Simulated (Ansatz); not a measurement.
# What BaLiCl3 (built on the sites of a database entry of BaLiF3) distorts into, part 2 of 2

Aim: this structure of BaLiCl3 (built on the sites of a database entry of BaLiF3) is to be tested for unstable modes, and one is followed downhill.

Ansatz 0.2.0; DFT PBEsol, scalar-relativistic, plane waves, PAW.

So far, highest frequency on the path or at a solved wavevector (cm⁻¹): step 2 (the dispersion) 381. Also lowest frequency on the path (cm⁻¹): step 2 -81.9.

The structure was built from a prototype and need not be the compound's stable phase.

## 6. Relaxation from the frozen mode

Starting from the lowest point found, all atoms and the cell are let go, so that strain and other modes of the same symmetry can join in.

Contents of input.yaml:

```yaml
crystal:
  lattice:
    - [4.7920317519, 4.7920317519, 0.0]
    - [4.7920317519, 0.0, 4.7920317519]
    - [4.7920317519, 0.0, -4.7920317519]
  atoms:
    - { symbol: Ba, position: [0.0, 0.5, 0.5] }
    - { symbol: Ba, position: [0.0, 0.0, 1.0] }
    - { symbol: Li, position: [0.5, 0.25, 0.75] }
    - { symbol: Li, position: [0.5, 0.75, 0.25] }
    - { symbol: Cl, position: [0.5, 0.5469529443, -0.0469529443] }
    - { symbol: Cl, position: [0.5, -0.0469529443, 0.5469529443] }
    - { symbol: Cl, position: [0.5, 0.4530470557, 0.4530470557] }
    - { symbol: Cl, position: [0.5, 0.0469529443, 0.0469529443] }
    - { symbol: Cl, position: [0.0, 1.0, 0.5] }
    - { symbol: Cl, position: [0.0, 0.5, 0.0] }
kpoints:
  mp_grid: { grid: [4, 4, 4] }
hamiltonian:
  xc: pbesol
scf:
  occupations: { method: fixed }
output:
  forces: true
  stress: true
  eigenvalues: true
relax:
  adjacent_minimum: "off"
  f_tol: 0.002
  max_steps: 120
  cell: { stress_tol: 0.03 }
```

The run is started by

```
$ ansatz run input.yaml --threads 4 --pin off --max-ram 7168MiB --backend cpu --events-out ev --progress --plain --runs-dir out
```

Numbers of over 12 decimals in the logs are rounded to 6 here.

The log of the run:

```text
[...]
Crystal: 10 atoms, lattice volume = 220.084 Å³
Basis set: ecut = 420 eV, 4285 PW (Γ), exchange–correlation on 96×96×96 points (8 copies of the dense FFT grid, shifted against one another)
Bands: 44, of which v1, the nominal top of the filled ones, is band 34 counted from 1 (33 counted from 0)
Symmetry: 16 space group operations
[...]
k-points: 13 of 64
[...]
SCF iter   1: F=—  HF=-18518.564220 eV  |F-HF|=—  |Δ(HF+E_count)|=         —  Δρ=4.27e-3  dr2=5.68e-2  ethr=1.77e-3  ⟨swp⟩=5.9  Hψ=2608  notcnv=0  defer=86
[...]
SCF iter   6: F=-18518.548539 eV  HF=-18518.548539 eV  |F-HF|=3.66e-9  |Δ(HF+E_count)|=   3.27e-7  Δρ=2.55e-6  dr2=1.99e-8  ethr=1.47e-10  ⟨swp⟩=15.3  Hψ=3980  notcnv=0
SCF 1 converged in 6 iterations: F = -18518.548539 eV  dr2 = 1.99e-8
[...]
relax step   1: F+E_penalty+E_count = -18518.54853939 eV  Δ(F+E_penalty+E_count) = +0.000e0 eV  max|allowed force component| = 2.931e-2 eV/Å  Δτ_max = 0.0000 Å  P = +1.010 GPa  Ω = 220.084 Å³  (6 SCF iters, dr2 threshold 1.00e-7 eV, accepted)
Crystal: 10 atoms, lattice volume = 225.453 Å³
Basis set: ecut = 420 eV, 4413 PW (Γ), exchange–correlation on 96×96×96 points (8 copies of the dense FFT grid, shifted against one another)
[...]
iter 1 solved again at ethr=6.04e-6 eV; its pass at ethr=3.10e-3 eV (dr2=4.11e-3 eV) is discarded
[...]
SCF iter   5: F=-18518.580704 eV  HF=-18518.580704 eV  |F-HF|=3.41e-9  |Δ(HF+E_count)|=   5.17e-7  Δρ=5.36e-6  dr2=8.05e-8  ethr=1.47e-9  ⟨swp⟩=13.0  Hψ=3446  notcnv=0
SCF 2 converged in 5 iterations: F = -18518.580704 eV  dr2 = 8.05e-8
relax step   2: F+E_penalty+E_count = -18518.58070423 eV  Δ(F+E_penalty+E_count) = -3.216e-2 eV  max|allowed force component| = 5.600e-2 eV/Å  Δτ_max = 0.0240 Å  P = +0.061 GPa  Ω = 225.453 Å³  energy of the carried Pulay correction = -7.539e-5 eV  (5 SCF iters, dr2 threshold 1.00e-6 eV, accepted)
Crystal: 10 atoms, lattice volume = 226.905 Å³
[...]
SCF iter   5: F=-18518.590765 eV  HF=-18518.590765 eV  |F-HF|=1.82e-8  |Δ(HF+E_count)|=   1.87e-7  Δρ=4.72e-6  dr2=6.75e-8  ethr=5.35e-10  ⟨swp⟩=13.4  Hψ=3447  notcnv=0
SCF 3 converged in 5 iterations: F = -18518.590765 eV  dr2 = 6.75e-8
relax step   3: F+E_penalty+E_count = -18518.59076458 eV  Δ(F+E_penalty+E_count) = -1.006e-2 eV  max|allowed force component| = 2.174e-2 eV/Å  Δτ_max = 0.0431 Å  P = -0.069 GPa  Ω = 226.905 Å³  energy of the carried Pulay correction = -9.547e-5 eV  (5 SCF iters, dr2 threshold 3.64e-7 eV, accepted)
[...]
relax step   4: F+E_penalty+E_count = -18518.59160160 eV  Δ(F+E_penalty+E_count) = -8.370e-4 eV  max|allowed force component| = 2.142e-3 eV/Å  Δτ_max = 0.0178 Å  P = -0.004 GPa  Ω = 226.858 Å³  energy of the carried Pulay correction = -9.482e-5 eV  (5 SCF iters, dr2 threshold 2.95e-8 eV, accepted)
[...]
relax step   5: F+E_penalty+E_count = -18518.59161088 eV  Δ(F+E_penalty+E_count) = -9.281e-6 eV  max|allowed force component| = 1.966e-6 eV/Å  Δτ_max = 0.0017 Å  P = -0.001 GPa  Ω = 226.805 Å³  energy of the carried Pulay correction = -9.409e-5 eV  (5 SCF iters, dr2 threshold 2.87e-10 eV, accepted)
[...]
SCF iter   4: F=-18518.591731 eV  HF=-18518.591731 eV  |F-HF|=2.55e-11  |Δ(HF+E_count)|=  1.60e-10  Δρ=1.37e-7  dr2=3.21e-11  ethr=1.00e-12  ⟨swp⟩=16.2  Hψ=4103  notcnv=0
SCF 6 converged in 4 iterations: F = -18518.591731 eV  dr2 = 3.21e-11
relax step   6: F+E_penalty+E_count = -18518.59173115 eV  Δ(F+E_penalty+E_count) = -1.203e-4 eV  max|allowed force component| = 4.781e-8 eV/Å  Δτ_max = 0.0000 Å  P = -0.000 GPa  Ω = 226.805 Å³  stress off target by 2.12e-3 GPa  SCF on the basis re-selected at this cell (its energy is not comparable with the rows above)  (4 SCF iters)
basis re-selected at this cell: Δ(F+E_penalty+E_count) = -1.203e-4 eV, ΔP = +0.001 GPa vs the last step (what re-selecting the basis moved, of the pressure what is left beyond the Pulay correction that the steps carried, after the strain that the cell walked since its last selection, with what the two solves' SCF thresholds leave and, on support functions, any second-order correction that the steps lacked; it is no m [...]
SCF converged after 4 iterations
Free energy (F): -18518.591731 eV
[...]
Internal energy: -18518.591731 eV  (E = F + TS)
E sigma→0 (E₀):  -18518.591731 eV
Fermi energy:    4.154589 eV
[...]
--- Stress (GPa, compression-positive) ---
       -0.001230      -0.000000      -0.000000
       -0.000000       0.002118       0.000000
       -0.000000       0.000000      -0.001230
  P = ⅓ Tr σ = -0.0001 GPa (-0.001 kbar)
--- Band table (eV; the first three rows and the last of 13) ---
  k-point 0: bands = [... 30 lower, 4.0104, 4.0825, 4.1546, 4.1546, 8.5141, 9.1363, 9.8175, 9.9524, ... 6 higher]
  k-point 1: bands = [... 30 lower, 3.9002, 3.9306, 4.0329, 4.1116, 8.9437, 9.5718, 10.1056, 10.1745, ... 6 higher]
  k-point 2: bands = [... 30 lower, 3.9247, 3.9247, 4.0207, 4.0207, 9.8280, 9.8280, 10.1392, 10.1392, ... 6 higher]
  k-point 12: bands = [... 30 lower, 3.9450, 3.9793, 3.9793, 4.0731, 9.7014, 9.7130, 10.1398, 10.6323, ... 6 higher]
--- Relaxed structure (5 steps of the walk, 5 accepted, 1 SCFs on fresh bases) ---
  F+E_penalty+E_count = -18518.59173115 eV   max|allowed force component| = 4.781e-8 eV/Å   (the final SCF, on the basis selected at the relaxed cell)
  cell:  # Å, volume = 226.8049 Å³
    - [4.793029, 4.936309, 0]
    - [4.793029, 0, 4.793029]
    - [4.793029, 0, -4.793029]
  atoms:
    - { symbol: Ba, position: [0, 0.500000, 0.500000] }
    - { symbol: Ba, position: [0, 0.0, 1.000000] }
    - { symbol: Li, position: [0.5, 0.250000, 0.750000] }
    - { symbol: Li, position: [0.5, 0.750000, 0.250000] }
    - { symbol: Cl, position: [0.5, 0.555632, -0.055632] }
    - { symbol: Cl, position: [0.5, -0.055632, 0.555632] }
    - { symbol: Cl, position: [0.5, 0.444368, 0.444368] }
    - { symbol: Cl, position: [0.5, 0.055632, 0.055632] }
    - { symbol: Cl, position: [0, 1.000000, 0.500000] }
    - { symbol: Cl, position: [0, 0.500000, 0.0] }
```

Wall time 13 s (4 threads of Arm Neoverse V2, shared host); peak memory 0.67 GiB.

The steps of the relaxation:

```tsv
step	energy less that of the first step (eV)	largest force component (eV/Å)	pressure (GPa)	volume (Å³)
1	0.0000	0.0293	1.01	220.08
2	-0.0322	0.0560	0.06	225.45
3	-0.0422	0.0217	-0.07	226.91
4	-0.0431	0.0021	0.00	226.86
5	-0.0431	0.0000	0.00	226.80
6*	-0.0432	0.0000	0.00	226.80
```

Relaxation steps marked * repeat the geometry before them on a plane-wave basis chosen anew for their cell, so energy and pressure can jump there.

Forces are held to the 16 operations that the run works with; a distortion that breaks them can't arise in this run.

```tsv
conventional cell, symmetrised	before	after	change
a (Å)	6.777	6.778	+0.0 %
b (Å)	6.777	6.778	+0.0 %
c (Å)	9.584	9.873	+3.0 %
volume (Å³/atom)	22.01	22.68	+3.1 %
```

The atoms that moved most (Å, as changes of fractional coordinates times the final cell):

```tsv
atom	dx	dy	dz	length
Cl7	-0.083	0.000	0.000	0.083
Cl8	0.083	0.000	0.000	0.083
Cl5	0.000	0.000	0.083	0.083
Cl6	0.000	0.000	-0.083	0.083
```

Final coordinates:

```cif
data_structure
_symmetry_space_group_name_H-M 'P 1'
_symmetry_Int_Tables_number 1
_cell_length_a 6.8804
_cell_length_b 6.7784
_cell_length_c 6.7784
_cell_angle_alpha 90.000
_cell_angle_beta 60.489
_cell_angle_gamma 60.489
_cell_volume 226.80
loop_
_atom_site_label
_atom_site_type_symbol
_atom_site_fract_x
_atom_site_fract_y
_atom_site_fract_z
_atom_site_occupancy
Ba1 Ba 0.00000 0.50000 0.50000 1
Ba2 Ba 0.00000 0.00000 0.00000 1
Li3 Li 0.50000 0.25000 0.75000 1
Li4 Li 0.50000 0.75000 0.25000 1
Cl5 Cl 0.50000 0.55563 0.94437 1
Cl6 Cl 0.50000 0.94437 0.55563 1
Cl7 Cl 0.50000 0.44437 0.44437 1
Cl8 Cl 0.50000 0.05563 0.05563 1
Cl9 Cl 0.00000 0.00000 0.50000 1
Cl10 Cl 0.00000 0.50000 0.00000 1
```

Numbers from this step:

```yaml
pressure: -1.14e-4 GPa
gap_on_the_k_mesh: 4.360 eV
volume_per_atom: 22.68 Å³
```

The distorted start has space group I4/mcm; the relaxation ends in I4/mcm.

## 7. Results

```yaml
unstable_mode_of_the_parent: q = (-0.5, -0.5, -0.5), 82i cm⁻¹
depth_at_the_lowest_point_sampled: 18.1 meV/atom
largest_atomic_shift_at_that_point: 0.45 Å
space_group_reached_within_0p01_a: I4/mcm
energy_gained_over_the_parent_first_relaxation_on_the_mesh_of_the_frozen_mode: 22.4 meV/atom
volume_per_atom_phase_reached: 22.7 Å³
gap_on_the_k_mesh_phase_reached: 4.36 eV
```

Along this mode the structure falls into I4/mcm, 22.4 meV/atom below the parent. At the parent's cell the well is 18.11 meV/atom deep on the steps tried, with its lowest point at a shift of 0.45 Å. Relaxing atoms and cell changes the gain by +4.32 meV/atom against the lowest step (energies at zero smearing). The modes of the phase reached were not computed on this path. Of the 4 patterns followed to their end from this parent, this one ends 1.80 meV/atom above the lowest, Imma. Another end point lies within 1 meV/atom; how such a difference moves with mesh and cutoff was not tested. Each path keeps the symmetry of its pattern, so a lower phase may lie along a pattern not tried. Spin-orbit coupling is left out, which can matter for the heavy elements here. The starting cell was built on a prototype and not taken from a measurement, so the phase need not exist.

[Logs are printed without paths, hosts, clocks, repeated set-up lines and the standing remarks that a program may print on its own settings, such as how far it seeks lower states.]

[Hosts, paths, dates, database ids (printed as entryN), source tags and the programs' standing remarks are cut or masked in the printed files.]
